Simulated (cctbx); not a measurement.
# Accept or mend?

Cell a = 3.3950 Å, b = 3.3950 Å, c = 6.6340 Å, α = 90.00°, β = 90.00°, γ = 90.00°; space group P4_2/mmc (no. 131). The compound is LuBeB.

Simulated single-crystal data (cctbx): Ag Kα, λ = 0.56087 Å, to d = 0.77 Å, 80 % of the full sphere, strongest reflection 20000 counts, noise from counting, a 2 % proportional error and a noise floor of 15 counts (s.d.); no absorption.

An anisotropic refinement with weights 1/σ² prints:

```text
Rint 0.017, 66 unique reflections to 0.77 A
cycle     R1     wR2    GooF  max shift (A)
   1  0.0257  0.0541   4.908   0.00000
   2  0.0050  0.0113   1.023   0.00000
final R1 0.0050 wR2 0.0113 GooF 1.023  parameters 8  data/parameter 8.2
atom        x        y        z      Ueq    occ   su(xyz)  su(Uiso or U11)
Lu1    0.00000  0.00000  0.25000   0.0022  1.000  0.00000  0.0001
B1     0.00000  0.50000  0.00000   0.0184  1.000  0.00000  0.0042
Be1    0.50000  0.50000  0.50000   0.0193  1.000  0.00000  0.0098
difference map: max 0.82 min -0.53 rms 0.17
Q1    0.0000  0.1614  0.0000    4    0.82  1.15 A from B1
Q2    0.0000  0.2996  0.4120    8    0.40  1.48 A from Lu1
Q3    0.0000  0.5000  0.0819    4    0.39  0.54 A from B1
Q4    0.0000  0.5000  0.5000    2    0.37  1.70 A from Be1
Q5    0.3217  0.5000  0.4486    8    0.34  0.69 A from Be1
Q6    0.1170  0.5000  0.2640    8    0.31  1.75 A from Lu1
```

Q: Accept it or mend it, and why?

Mend it. The fault: dispersion terms of the wrong wavelength (1.54184 Å). Against the right model at the same level, R1 goes from 0.0043 to 0.0050 and GooF from 0.87 to 1.02 and U of Lu1 shrinks from 0.0050 to 0.0022 Å². f′ and f″ must be those of the data's wavelength; the error mimics a mistyped heavy atom. The signs are weak, and the output alone doesn't single this fault out.

The compound is LuBeB. The right model at the same level gives:

```text
Rint 0.017, 66 unique reflections to 0.77 A
cycle     R1     wR2    GooF  max shift (A)
   1  0.0045  0.0102   0.923   0.00000
   2  0.0043  0.0096   0.873   0.00000
final R1 0.0043 wR2 0.0096 GooF 0.873  parameters 8  data/parameter 8.2
atom        x        y        z      Ueq    occ   su(xyz)  su(Uiso or U11)
Lu1    0.00000  0.00000  0.25000   0.0050  1.000  0.00000  0.0001
B1     0.00000  0.50000  0.00000   0.0130  1.000  0.00000  0.0033
Be1    0.50000  0.50000  0.50000   0.0140  1.000  0.00000  0.0086
difference map: max 0.89 min -0.75 rms 0.19
Q1    0.0000  0.1625  0.0000    4    0.89  1.15 A from B1
Q2    0.3493  0.5000  0.5000    4    0.75  0.51 A from Be1
Q3    0.0000  0.5000  0.0783    4    0.51  0.52 A from B1
Q4    0.0000  0.2846  0.4091    8    0.43  1.43 A from Lu1
Q5    0.0000  0.5000  0.5000    2    0.35  1.70 A from Be1
Q6    0.1304  0.5000  0.2736    8    0.29  1.76 A from Lu1
```

Isotropic U is held between 0.0001 and 1 Å² by the program, and listed peak heights are interpolated, so they can pass the grid's maximum.

The model was made for the exercise: a known structure type with other elements put in, its volume estimated, not relaxed; displacement parameters are assumed.

[Middle refinement cycles are left out of these outputs.]

[Logs are printed without paths, hosts, clocks, repeated set-up lines and the standing remarks that a program may print on its own settings, such as how far it seeks lower states.]
